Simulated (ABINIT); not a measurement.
# MgO (Fm-3m): a self-consistent loop beyond G0W0, cycle by cycle

How far does self-consistency move the gap of MgO (Fm-3m)?

Method: PBE and many-body steps on it, plane waves, in ABINIT 10.8.3.

**Experimental background.**

- Gap 7.83 eV: direct gap at Gamma, low temperature; bulk crystal (literature value) (quoted in “The Band-Gap Studies of Short-Period CdO/MgO Superlattices”, 2021, pmc:8035356).

Report form: the programs' logs are mostly left out.

### Step 1. The structure

It takes space group Fm-3m (No. 225, cubic). The conventional cell has a = 4.194 Å, b = 4.194 Å, c = 4.194 Å, α = 90.00°, β = 90.00°, γ = 90.00°. Nearest to Mg lie 6 O at 2.10 Å. Nearest to O lie 6 Mg at 2.10 Å. Farther neighbours and most contacts between anions are not listed.

The cell and positions are those that the Materials Project relaxed with its own functionals (PBE, PBE+U or r2SCAN), kept fixed.

### Step 2. Empty states on the mesh, 4×4×4 mesh, 34 bands

This step: ABINIT 10.8.3; DFT, PBE, plane waves, norm-conserving pseudopotentials.

The sums over transitions need many empty states on a uniform mesh; this step solves for them.

Contents of run.abi:

```
acell 3*1.0 Angstrom
rprim 
  -0.000000000000 2.097001392700 2.097001392700
  2.097001392700 0.000000000000 2.097001392700
  2.097001392700 2.097001392700 0.000000000000
ntypat 2
znucl 12 8
natom 2
typat 1 2
xred 
  0.000000000000 0.000000000000 0.000000000000
  0.500000000000 0.500000000000 0.500000000000
pp_dirpath "pseudos"
pseudos "Mg.upf, O.upf"
ecut 38
ngkpt 4 4 4
nshiftk 1
shiftk 0 0 0
kptopt 1
chksymbreak 0
iscf -2
irdden 1
istwfk *1
nband 34
nbdbuf 4
tolwfr 1e-09
nstep 60
prtvol 0
indata_prefix "in"
outdata_prefix "out"
tmpdata_prefix "tmp"
```

Started as:

```sh
$ OMP_NUM_THREADS=1 mpirun -n 4 abinit run.abi > log
```

Run time: 2.6 s. Hardware: 4 MPI ranks of Intel Xeon Platinum 8488C (Sapphire Rapids), shared host; peak memory 0.07 GiB; 9.4 s of CPU time.

This step gave:

- gap: 4.895 eV
- k of the valence top: 0, 0, 0
- k of the conduction bottom: 0, 0, 0
- least direct gap: 4.895 eV
- k points computed: 8
- lowest point of the top converged band, above the valence top: 54.3226 eV

On this mesh the gap is 4.895 eV.

The density comes from a self-consistent run that is not shown.

### Step 3. Screening, 4×4×4 mesh, 30 bands, screening to 130.6 eV

The RPA dielectric matrix is built and inverted for each q.

This step: RPA screening on PBE, plane waves, norm-conserving pseudopotentials.

run.abi, as its differences from that of step 2:

```diff
@@ -20,10 +20,11 @@
 chksymbreak 0
-iscf -2
-irdden 1
 istwfk *1
-nband 34
-nbdbuf 4
-tolwfr 1e-09
-nstep 60
-prtvol 0
+occopt 1
+irdwfk 1
+optdriver 3
+nband 30
+ecuteps 4.8
+inclvkb 2
+awtr 1
+symchi 1
 indata_prefix "in"
```

Elapsed: 3.6 s, on 4 MPI ranks; peak memory 0.4 GiB.

Numbers from this step:

```yaml
eps_infinity_with_local_fields_on_this_mesh_along_the_program_s_q_direction: 3.159
the_same_without_local_fields: 3.36
plasma_frequency: 34.59 eV
plane_waves_in_the_screening_matrix: 59
```

Local fields lower ε∞ by 6 %. On a Γ-centred mesh this coarse the value itself is usually too large, while a short band sum pulls it down.

### Step 4. G0W0

The self-energy is evaluated for the states that the input lists, and the levels follow from it, in one-shot runs by the linearised quasiparticle equation.

This step: G0W0 on PBE, plane waves, norm-conserving pseudopotentials.

run.abi, as its differences from that of step 3:

```diff
@@ -23,8 +23,15 @@
 irdwfk 1
-optdriver 3
+optdriver 4
 nband 30
+gwcalctyp 0
+ecutsigx 38
+symsigma 1
+nkptgw 1
+kptgw 
+  0.0000000000 0.0000000000 0.0000000000
+bdgw 
+  6 12
 ecuteps 4.8
-inclvkb 2
-awtr 1
-symchi 1
+irdscr 1
+ppmodel 1
 indata_prefix "in"
```

Run time: 2 s. Hardware: 4 MPI ranks; peak memory 0.11 GiB.

This step gave:

```
G0W0 gap on the points computed              : 7.002 eV
starting gap on the mesh                     : 4.895 eV
k of the valence top                         : 0, 0, 0
k of the conduction bottom                   : 0, 0, 0
Z at the valence top                         : 0.811
Z at the conduction bottom                   : 0.857
least direct G0W0 gap on the computed points : 7.002 eV
```

The gap on the mesh goes from 4.89 eV to 7.00 eV, a correction of +2.11 eV.

### Step 5. evGW0, cycle 1

This step: evGW0 on PBE, plane waves, norm-conserving pseudopotentials.

run.abi, as its differences from that of step 4:

```diff
@@ -25,10 +25,24 @@
 nband 30
-gwcalctyp 0
+gwcalctyp 10
 ecutsigx 38
 symsigma 1
-nkptgw 1
+nkptgw 8
 kptgw 
   0.0000000000 0.0000000000 0.0000000000
+  0.2500000000 0.0000000000 0.0000000000
+  0.5000000000 0.0000000000 0.0000000000
+  0.2500000000 0.2500000000 0.0000000000
+  0.5000000000 0.2500000000 0.0000000000
+  -0.2500000000 0.2500000000 0.0000000000
+  0.5000000000 0.5000000000 0.0000000000
+  -0.2500000000 0.5000000000 0.2500000000
 bdgw 
-  6 12
+  1 18
+  1 18
+  1 18
+  1 18
+  1 18
+  1 18
+  1 18
+  1 18
 ecuteps 4.8
```

It took 11 s on 4 MPI ranks; peak memory 0.7 GiB.

Numbers from this step:

- quasiparticle gap on the mesh: 7.408 eV
- gap of the density functional on the mesh: 4.895 eV
- k of the valence top: 0, 0, 0
- k of the conduction bottom: 0, 0, 0
- Z at the valence top: 0.811
- Z at the conduction bottom: 0.857
- least direct quasiparticle gap on the computed points: 7.408 eV

Against G0W0 in ABINIT (4×4×4 mesh, 30 bands, screening to 130.6 eV, Godby-Needs plasmon pole), the gap moves by +0.406 eV. This first cycle still uses the starting levels; it takes the full correction, at all points of the mesh, and its linearised value is 7.002 eV.

### Step 6. evGW0, cycle 2

The corrected levels of the last cycle go back in.

run.abi, as its differences from that of step 5:

```diff
@@ -50,2 +50,3 @@
 ppmodel 1
+irdqps 1
 indata_prefix "in"
```

Wall time 11 s (4 MPI ranks); peak memory 0.7 GiB; 44 s of CPU time.

This step gave:

| Item | Value |
| --- | --- |
| quasiparticle gap on the mesh | 7.348 eV |
| gap of the density functional on the mesh | 4.895 eV |
| k of the valence top | 0, 0, 0 |
| k of the conduction bottom | 0, 0, 0 |
| least direct quasiparticle gap on the computed points | 7.348 eV |

Against the cycle before, the gap moves by −0.060 eV.

### Step 7. evGW0, cycle 3

run.abi is that of step 6.

Wall time 11 s (4 MPI ranks); peak memory 0.7 GiB.

This step gave:

- quasiparticle gap on the mesh: 7.342 eV
- gap of the density functional on the mesh: 4.895 eV
- k of the valence top: 0, 0, 0
- k of the conduction bottom: 0, 0, 0
- least direct quasiparticle gap on the computed points: 7.342 eV

Against the cycle before, the gap moves by −0.006 eV.

### Step 8. Screening, 4×4×4 mesh, 30 bands, screening to 130.6 eV

This step: RPA screening on PBE, plane waves, norm-conserving pseudopotentials.

Contents of run.abi:

```
acell 3*1.0 Angstrom
rprim 
  -0.000000000000 2.097001392700 2.097001392700
  2.097001392700 0.000000000000 2.097001392700
  2.097001392700 2.097001392700 0.000000000000
ntypat 2
znucl 12 8
natom 2
typat 1 2
xred 
  0.000000000000 0.000000000000 0.000000000000
  0.500000000000 0.500000000000 0.500000000000
pp_dirpath "pseudos"
pseudos "Mg.upf, O.upf"
ecut 38
ngkpt 4 4 4
nshiftk 1
shiftk 0 0 0
kptopt 1
chksymbreak 0
istwfk *1
occopt 1
irdwfk 1
optdriver 3
nband 30
ecuteps 4.8
inclvkb 2
awtr 1
symchi 1
gwcalctyp 10
mbpt_sciss 3.007 eV
nqptdm 1
qptdm 
  0 0 0
indata_prefix "in"
outdata_prefix "out"
tmpdata_prefix "tmp"
```

Wall time 2 s (4 MPI ranks); peak memory 0.1 GiB; 7.3 s of CPU time.

This step gave:

* ε∞ with local fields, on this mesh, along the program's q direction: 2.711
* the same without local fields: 2.853
* plasma frequency: 34.59 eV
* plane waves in the screening matrix: 59

This screening uses the functional's bands under a rigid shift, the mean opening of the cycle before.

### Step 9. Screening, 4×4×4 mesh, 30 bands, screening to 130.6 eV

This step: RPA screening on PBE from quasiparticle energies, plane waves, norm-conserving pseudopotentials.

run.abi, as its differences from that of step 8:

```diff
@@ -29,7 +29,13 @@
 symchi 1
+irdqps 1
 gwcalctyp 10
-mbpt_sciss 3.007 eV
-nqptdm 1
+nqptdm 7
 qptdm 
-  0 0 0
+  0.2500000000 0.0000000000 0.0000000000
+  0.5000000000 0.0000000000 0.0000000000
+  0.2500000000 0.2500000000 0.0000000000
+  0.5000000000 0.2500000000 0.0000000000
+  -0.2500000000 0.2500000000 0.0000000000
+  0.5000000000 0.5000000000 0.0000000000
+  -0.2500000000 0.5000000000 0.2500000000
 indata_prefix "in"
```

Contents of mrgscr.stdin:

```
2
merged
q0_SCR
out_SCR
1
```

Started as:

```sh
$ OMP_NUM_THREADS=1 mpirun -n 4 abinit run.abi > log; mrgscr < mrgscr.stdin
```

The job ended after 3.5 s (4 MPI ranks; peak memory 0.39 GiB).

Numbers from this step:

- plasma frequency: 34.59 eV
- plane waves in the screening matrix: 59

This screening reads the quasiparticle levels of the cycle before.

### Step 10. evGW, cycle 1

This step: evGW on PBE, plane waves, norm-conserving pseudopotentials.

run.abi, as its differences from that of step 9:

```diff
@@ -23,12 +23,10 @@
 irdwfk 1
-optdriver 3
+optdriver 4
 nband 30
-ecuteps 4.8
-inclvkb 2
-awtr 1
-symchi 1
-irdqps 1
 gwcalctyp 10
-nqptdm 7
-qptdm 
+ecutsigx 38
+symsigma 1
+nkptgw 8
+kptgw 
+  0.0000000000 0.0000000000 0.0000000000
   0.2500000000 0.0000000000 0.0000000000
@@ -40,2 +38,15 @@
   -0.2500000000 0.5000000000 0.2500000000
+bdgw 
+  1 18
+  1 18
+  1 18
+  1 18
+  1 18
+  1 18
+  1 18
+  1 18
+ecuteps 4.8
+irdscr 1
+ppmodel 1
+irdqps 1
 indata_prefix "in"
```

Started as:

```sh
$ OMP_NUM_THREADS=1 mpirun -n 4 abinit run.abi > log
```

The job ended after 11 s (4 MPI ranks; peak memory 0.7 GiB; 45 s of CPU time).

This step gave:

```
quasiparticle gap on the mesh                         : 7.965 eV
gap of the density functional on the mesh             : 4.895 eV
k of the valence top                                  : 0, 0, 0
k of the conduction bottom                            : 0, 0, 0
least direct quasiparticle gap on the computed points : 7.965 eV
```

Against G0W0 in ABINIT (4×4×4 mesh, 30 bands, screening to 130.6 eV, Godby-Needs plasmon pole), the gap moves by +0.963 eV.

### Step 11. Screening, 4×4×4 mesh, 30 bands, screening to 130.6 eV

This step: RPA screening on PBE, plane waves, norm-conserving pseudopotentials.

Contents of run.abi:

```
acell 3*1.0 Angstrom
rprim 
  -0.000000000000 2.097001392700 2.097001392700
  2.097001392700 0.000000000000 2.097001392700
  2.097001392700 2.097001392700 0.000000000000
ntypat 2
znucl 12 8
natom 2
typat 1 2
xred 
  0.000000000000 0.000000000000 0.000000000000
  0.500000000000 0.500000000000 0.500000000000
pp_dirpath "pseudos"
pseudos "Mg.upf, O.upf"
ecut 38
ngkpt 4 4 4
nshiftk 1
shiftk 0 0 0
kptopt 1
chksymbreak 0
istwfk *1
occopt 1
irdwfk 1
optdriver 3
nband 30
ecuteps 4.8
inclvkb 2
awtr 1
symchi 1
gwcalctyp 10
mbpt_sciss 3.687 eV
nqptdm 1
qptdm 
  0 0 0
indata_prefix "in"
outdata_prefix "out"
tmpdata_prefix "tmp"
```

Wall time 1.9 s (4 MPI ranks); peak memory 0.1 GiB; 6.8 s of CPU time.

Numbers from this step:

```yaml
eps_infinity_with_local_fields_on_this_mesh_along_the_program_s_q_direction: 2.637
the_same_without_local_fields: 2.770
plasma_frequency: 34.59 eV
plane_waves_in_the_screening_matrix: 59
```

This screening uses the functional's bands under a rigid shift, the mean opening of the cycle before.

### Step 12. Screening, 4×4×4 mesh, 30 bands, screening to 130.6 eV

This step: RPA screening on PBE from quasiparticle energies, plane waves, norm-conserving pseudopotentials.

run.abi, as its differences from that of step 11:

```diff
@@ -29,7 +29,13 @@
 symchi 1
+irdqps 1
 gwcalctyp 10
-mbpt_sciss 3.687 eV
-nqptdm 1
+nqptdm 7
 qptdm 
-  0 0 0
+  0.2500000000 0.0000000000 0.0000000000
+  0.5000000000 0.0000000000 0.0000000000
+  0.2500000000 0.2500000000 0.0000000000
+  0.5000000000 0.2500000000 0.0000000000
+  -0.2500000000 0.2500000000 0.0000000000
+  0.5000000000 0.5000000000 0.0000000000
+  -0.2500000000 0.5000000000 0.2500000000
 indata_prefix "in"
```

mrgscr.stdin is that of step 9.

Started as:

```sh
$ OMP_NUM_THREADS=1 mpirun -n 4 abinit run.abi > log; mrgscr < mrgscr.stdin
```

Run time: 3.5 s. Hardware: 4 MPI ranks; peak memory 0.39 GiB.

This step gave:

* plasma frequency: 34.59 eV
* plane waves in the screening matrix: 59

This screening reads the quasiparticle levels of the cycle before.

### Step 13. evGW, cycle 2

This step: evGW on PBE, plane waves, norm-conserving pseudopotentials.

run.abi, as its differences from that of step 12:

```diff
@@ -23,12 +23,10 @@
 irdwfk 1
-optdriver 3
+optdriver 4
 nband 30
-ecuteps 4.8
-inclvkb 2
-awtr 1
-symchi 1
-irdqps 1
 gwcalctyp 10
-nqptdm 7
-qptdm 
+ecutsigx 38
+symsigma 1
+nkptgw 8
+kptgw 
+  0.0000000000 0.0000000000 0.0000000000
   0.2500000000 0.0000000000 0.0000000000
@@ -40,2 +38,15 @@
   -0.2500000000 0.5000000000 0.2500000000
+bdgw 
+  1 18
+  1 18
+  1 18
+  1 18
+  1 18
+  1 18
+  1 18
+  1 18
+ecuteps 4.8
+irdscr 1
+ppmodel 1
+irdqps 1
 indata_prefix "in"
```

Started as:

```sh
$ OMP_NUM_THREADS=1 mpirun -n 4 abinit run.abi > log
```

Elapsed: 11 s, on 4 MPI ranks; peak memory 0.7 GiB; 43 s of CPU time.

This step gave:

| Property | Result |
| --- | --- |
| quasiparticle gap on the mesh | 8.062 eV |
| gap of the density functional on the mesh | 4.895 eV |
| k of the valence top | 0, 0, 0 |
| k of the conduction bottom | 0, 0, 0 |
| least direct quasiparticle gap on the computed points | 8.062 eV |

Against the cycle before, the gap moves by +0.097 eV.

### Step 14. Screening, 4×4×4 mesh, 30 bands, screening to 130.6 eV

This step: RPA screening on PBE, plane waves, norm-conserving pseudopotentials.

Contents of run.abi:

```
acell 3*1.0 Angstrom
rprim 
  -0.000000000000 2.097001392700 2.097001392700
  2.097001392700 0.000000000000 2.097001392700
  2.097001392700 2.097001392700 0.000000000000
ntypat 2
znucl 12 8
natom 2
typat 1 2
xred 
  0.000000000000 0.000000000000 0.000000000000
  0.500000000000 0.500000000000 0.500000000000
pp_dirpath "pseudos"
pseudos "Mg.upf, O.upf"
ecut 38
ngkpt 4 4 4
nshiftk 1
shiftk 0 0 0
kptopt 1
chksymbreak 0
istwfk *1
occopt 1
irdwfk 1
optdriver 3
nband 30
ecuteps 4.8
inclvkb 2
awtr 1
symchi 1
gwcalctyp 10
mbpt_sciss 3.796 eV
nqptdm 1
qptdm 
  0 0 0
indata_prefix "in"
outdata_prefix "out"
tmpdata_prefix "tmp"
```

It took 1.9 s on 4 MPI ranks; peak memory 0.1 GiB; 6.9 s of CPU time.

This step gave:

```yaml
eps_infinity_with_local_fields_on_this_mesh_along_the_program_s_q_direction: 2.626
the_same_without_local_fields: 2.757
plasma_frequency: 34.59 eV
plane_waves_in_the_screening_matrix: 59
```

This screening uses the functional's bands under a rigid shift, the mean opening of the cycle before.

### Step 15. Screening, 4×4×4 mesh, 30 bands, screening to 130.6 eV

This step: RPA screening on PBE from quasiparticle energies, plane waves, norm-conserving pseudopotentials.

run.abi, as its differences from that of step 14:

```diff
@@ -29,7 +29,13 @@
 symchi 1
+irdqps 1
 gwcalctyp 10
-mbpt_sciss 3.796 eV
-nqptdm 1
+nqptdm 7
 qptdm 
-  0 0 0
+  0.2500000000 0.0000000000 0.0000000000
+  0.5000000000 0.0000000000 0.0000000000
+  0.2500000000 0.2500000000 0.0000000000
+  0.5000000000 0.2500000000 0.0000000000
+  -0.2500000000 0.2500000000 0.0000000000
+  0.5000000000 0.5000000000 0.0000000000
+  -0.2500000000 0.5000000000 0.2500000000
 indata_prefix "in"
```

mrgscr.stdin is that of step 12.

Started as:

```sh
$ OMP_NUM_THREADS=1 mpirun -n 4 abinit run.abi > log; mrgscr < mrgscr.stdin
```

It took 3.6 s on 4 MPI ranks; peak memory 0.39 GiB.

Numbers from this step:

```yaml
plasma_frequency: 34.59 eV
plane_waves_in_the_screening_matrix: 59
```

This screening reads the quasiparticle levels of the cycle before.

(Continued in part 2 of 2.)

[Paths, hosts, dates, memory and timing lines, banners, echoed tables and standing remarks are left out of the program output.]

[Logs are printed without paths, hosts, clocks, repeated set-up lines and the standing remarks that a program may print on its own settings, such as how far it seeks lower states.]

[Runs of the session that timed out or met a known fault of the program may be left out.]

[Hosts, paths, dates, database ids (printed as entryN), source tags and the programs' standing remarks are cut or masked in the printed files.]

[G0W0 gaps are taken among the corrected bands and points alone; a level outside them can change the order at an edge.]

[Where Ansatz stands beside ABINIT at settings called matched, ABINIT's density can come from a denser mesh and the files from another edition; pairs whose starting gaps differed by over 0.03 eV were left out, so agreement reads better than it is.]
